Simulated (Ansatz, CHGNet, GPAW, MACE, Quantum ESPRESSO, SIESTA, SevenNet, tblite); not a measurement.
## Finding the fault: Quantum ESPRESSO, random packing of B (63 atoms)

Program: Quantum ESPRESSO 7.5, a calculation on a cell of 63 B, 8.60 Å³ an atom.

pw.in reads:

```
&control
  calculation = 'scf'
  pseudo_dir = './pseudo'
  outdir = './tmp'
  disk_io = 'none'
  tprnfor = .true.
  tstress = .true.
/
&system
  ibrav = 0
  nat = 63
  ntyp = 1
  ecutwfc = 45
  ecutrho = 22
  nosym = .true.
  occupations = 'smearing'
  smearing = 'fd'
  degauss = 0.003675
/
&electrons
  conv_thr = 3.2e-07
  electron_maxstep = 50
  mixing_beta = 0.2
  mixing_mode = 'local-TF'
  diagonalization = 'david'
/
ATOMIC_SPECIES
B 10.810 B.upf
CELL_PARAMETERS angstrom
8.15130 0.00000 0.00000
0.00000 8.15130 0.00000
0.00000 0.00000 8.15130
ATOMIC_POSITIONS crystal
B 0.73109 0.73282 0.58690
B 0.15831 0.64449 0.89264
B 0.58269 0.04567 0.77850
B 0.97227 0.69455 0.99405
B 0.79483 0.38864 0.76926
B 0.50154 0.68364 0.56368
B 0.17885 0.09372 0.06515
B 0.05267 0.40224 0.49831
B 0.78594 0.36410 0.00362
B 0.73106 0.79747 0.08917
[... 49 atom lines left out ...]
B 0.08977 0.21440 0.62938
B 0.00778 0.51667 0.19640
B 0.85895 0.03394 0.25613
B 0.43909 0.85633 0.67574
K_POINTS gamma
```

Command:

```sh
$ OMP_NUM_THREADS=1 mpirun -np 2 pw.x -in pw.in > output.txt
```

Output:

```text
Program PWSCF
 %%%%%%%%%%%%%%%%%%%%%%%%%%%%%%%%%%%%%%%%%%%%%%%%%%%%%%%%%%%%%%%%%%%%%%%%%%%%%%
     Error in routine set_cutoff (1):
     ecutrho <= ecutwfc?!?
 %%%%%%%%%%%%%%%%%%%%%%%%%%%%%%%%%%%%%%%%%%%%%%%%%%%%%%%%%%%%%%%%%%%%%%%%%%%%%%
```

Run time: 0.53 s. Hardware: 2 MPI ranks of Arm Neoverse V2, shared host; peak memory 0.18 GiB.

Banners, paths, timers and routine set-up lines are dropped from the logs unmarked, and long logs keep their key lines alone; longer cuts are marked.

Q: Find the fault and mend it.

A density cutoff under four times the waves': density cutoff 22 Ry. The sound run has density cutoff 360 Ry.

The program stopped at the start.

[Also dropped from logs without a mark: logging warnings of Python, and SIESTA's first energy breakdown and zero terms.]

[Logs are printed without paths, hosts, clocks, repeated set-up lines and the standing remarks that a program may print on its own settings, such as how far it seeks lower states.]

[Hosts, paths, dates, database ids (printed as entryN), source tags and the programs' standing remarks are cut or masked in the printed files.]
